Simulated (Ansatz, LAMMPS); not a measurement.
**Glassy 81SiO2-7Na2O-7CaO-4ZnO (mol %) (78 atoms), the last frame of 301 fs of DFT dynamics near 841 K**

The starting structure: 78 atoms (22 Si, 4 Na, 2 Ca, 1 Zn, 49 O) placed at random at 2.4 g/cm³, melted at 4000 K for 10 ps at fixed volume with the Morse and Coulomb pair potential with partial charges (Pedone, Malavasi, Menziani, Cormack and Segre, J. Phys. Chem. B 110, 11780 (2006)). Quenched from 4000 K to 300 K at 300 K/ps and fixed volume, held 10 ps at zero pressure.

Geometry: the last frame of 301 fs of DFT dynamics near 841 K. Computed with Ansatz 0.2.0: Kohn-Sham DFT, PBE, PAW (set soft_2), plane waves; cutoff 420 eV, Γ point, fixed occupations; density 2.62 g/cm³.

Cell vectors (Å):

```
10.125 0.000 0.000
0.000 10.125 0.000
0.000 0.000 10.125
```

Positions in Å, forces in eV/Å, q the Löwdin charge in e:

```csv
atom,x,y,z,q,fx,fy,fz
Si1,2.534,2.713,3.632,1.73,-0.570,-0.478,0.577
Si2,5.610,2.926,3.238,1.77,-1.943,-1.622,0.376
Si3,0.321,7.916,1.356,1.66,-0.590,2.090,1.600
Si4,5.558,8.432,8.173,1.70,-0.789,2.891,0.324
Si5,3.828,4.066,0.201,1.58,2.136,0.581,-1.870
Si6,8.830,0.635,5.014,1.74,1.511,0.493,2.407
Si7,0.550,3.834,7.841,1.73,-2.218,-0.169,-2.460
Si8,3.780,0.984,5.979,1.67,0.048,-0.151,-0.341
Si9,5.777,7.908,1.022,1.75,1.033,0.304,-3.147
Si10,5.429,9.739,3.543,1.68,0.312,0.812,2.018
Si11,2.143,1.390,1.065,1.74,1.125,0.361,-0.606
Si12,9.981,0.130,9.566,1.67,-3.325,-1.467,5.373
Si13,8.474,5.663,4.632,1.74,0.783,-1.581,1.915
Si14,0.974,0.984,6.802,1.75,0.402,0.871,2.395
Si15,7.943,3.057,6.485,1.69,1.450,3.102,1.320
Si16,3.740,5.937,7.720,1.68,2.652,-0.561,-1.207
Si17,5.211,3.654,6.283,1.71,2.167,-1.324,0.136
Si18,7.280,8.355,5.661,1.76,4.608,-1.707,2.687
Si19,9.530,5.563,9.999,1.65,-1.281,-0.703,-0.725
Si20,3.224,8.759,1.791,1.75,-0.743,0.766,0.563
Si21,1.337,5.263,5.002,1.65,-0.687,0.474,1.046
Si22,7.115,5.136,1.764,1.76,2.286,-1.113,1.107
Na23,6.998,5.703,8.598,0.82,-0.141,-0.297,-0.226
Na24,3.186,8.252,5.267,0.81,-0.184,-0.379,0.345
Na25,3.818,5.965,3.093,0.81,0.846,-0.174,-0.820
Na26,1.300,4.419,1.602,0.84,-0.047,0.074,0.195
Ca27,0.509,7.529,7.776,1.81,0.525,-0.037,-0.478
Ca28,5.430,1.691,8.890,1.82,0.598,-0.519,0.198
Zn29,8.602,0.169,1.980,1.49,-0.214,-1.130,-1.688
O30,7.861,1.502,6.048,-0.78,-0.152,0.673,0.676
O31,6.532,3.657,2.165,-0.73,-0.038,0.863,0.651
O32,0.209,0.155,8.078,-0.81,0.589,0.045,-5.307
O33,1.714,1.707,2.593,-0.77,0.692,1.174,0.972
O34,3.866,9.249,3.212,-0.81,-0.124,-0.301,0.138
O35,5.356,3.450,0.026,-0.98,-1.782,0.775,-0.639
O36,6.617,3.589,7.374,-0.80,-1.835,-0.844,-2.322
O37,4.511,2.258,6.826,-0.83,-0.223,-0.710,0.268
O38,10.063,6.135,4.581,-0.78,0.103,-1.378,0.350
O39,5.700,1.313,3.185,-0.79,0.441,-2.623,-0.236
O40,0.279,1.100,5.387,-0.76,-0.992,-0.175,0.170
O41,1.454,3.810,4.179,-0.79,-0.543,0.712,-0.933
O42,5.798,3.486,4.736,-0.78,0.003,0.416,1.897
O43,9.069,6.514,8.833,-0.99,-0.512,-0.010,-0.270
O44,8.752,9.267,5.570,-0.81,-1.504,-2.424,0.313
O45,0.531,4.524,9.278,-0.80,0.324,0.265,2.806
O46,6.364,8.618,4.503,-0.78,-2.244,0.929,-4.444
O47,3.969,3.168,3.077,-0.80,0.451,1.067,-1.296
O48,8.388,0.235,0.022,-0.92,2.376,0.727,-0.491
O49,7.711,6.704,5.660,-0.79,0.038,0.414,-0.572
O50,2.687,6.936,7.218,-0.97,-2.375,1.746,0.230
O51,6.237,8.439,9.631,-0.79,0.827,-0.901,3.150
O52,1.863,8.046,2.152,-0.78,-2.981,-1.104,-0.607
O53,2.579,6.139,4.617,-0.95,-0.810,0.217,0.920
O54,6.777,8.606,7.139,-0.80,0.908,0.314,-0.138
O55,2.935,2.031,4.986,-0.81,0.827,-2.162,1.604
O56,2.799,10.027,0.941,-0.80,0.769,2.453,-1.106
O57,4.876,10.064,5.294,-0.79,-2.293,2.148,0.236
O58,5.122,6.919,7.921,-0.83,-1.301,-2.046,0.568
O59,3.339,5.123,1.233,-0.97,-0.126,0.536,0.281
O60,8.643,0.984,3.562,-0.95,-1.015,1.269,-2.479
O61,4.177,7.840,0.922,-0.77,-0.541,-1.017,-0.150
O62,8.211,4.768,0.613,-0.79,1.827,0.436,-0.999
O63,0.212,6.341,1.062,-0.81,0.209,-1.812,-0.130
O64,0.969,4.941,6.706,-0.81,0.829,-0.001,-1.644
O65,6.070,8.947,2.169,-0.80,1.231,1.532,0.373
O66,0.763,1.183,0.319,-0.80,-1.572,0.032,-1.260
O67,4.526,5.031,6.447,-0.77,-1.398,1.273,0.311
O68,9.213,8.435,2.323,-0.92,1.880,-0.110,-1.637
O69,2.396,0.269,6.673,-0.79,2.189,-0.920,-0.567
O70,8.979,3.758,7.635,-0.79,1.208,-2.511,-0.159
O71,8.354,4.019,5.243,-0.79,0.085,2.139,-1.514
O72,3.423,4.727,8.718,-0.80,0.054,-0.727,1.752
O73,1.298,2.386,7.595,-0.77,-0.551,1.344,0.191
O74,4.686,9.797,8.134,-0.96,-0.207,-0.095,-0.268
O75,0.273,8.583,9.871,-0.85,0.984,1.102,1.679
O76,6.270,6.347,1.152,-0.78,-0.535,0.432,0.575
O77,7.936,5.603,3.142,-0.78,-1.312,0.175,-1.666
O78,2.927,2.723,0.480,-0.81,-1.628,-2.742,-0.292
```

The quench rate of 300 K/ps is many orders above laboratory rates, so the cell is likely richer in defects and strain than a real sample. The network of bonds at the start is that of the classical potential that made the cell, and needn't be the one that DFT or experiment would give. Only the Γ point is sampled, in a cell whose shortest periodic width is 10 Å. The Löwdin charges lack the electrons that the projection spills, 0.072 e an atom on average.

The r.m.s. force component is 1.42 eV/Å; the longest force, 6.49 eV/Å, acts on Si12.

[Logs are printed without paths, hosts, clocks, repeated set-up lines and the standing remarks that a program may print on its own settings, such as how far it seeks lower states.]

[Hosts, paths, dates, database ids (printed as entryN), source tags and the programs' standing remarks are cut or masked in the printed files.]
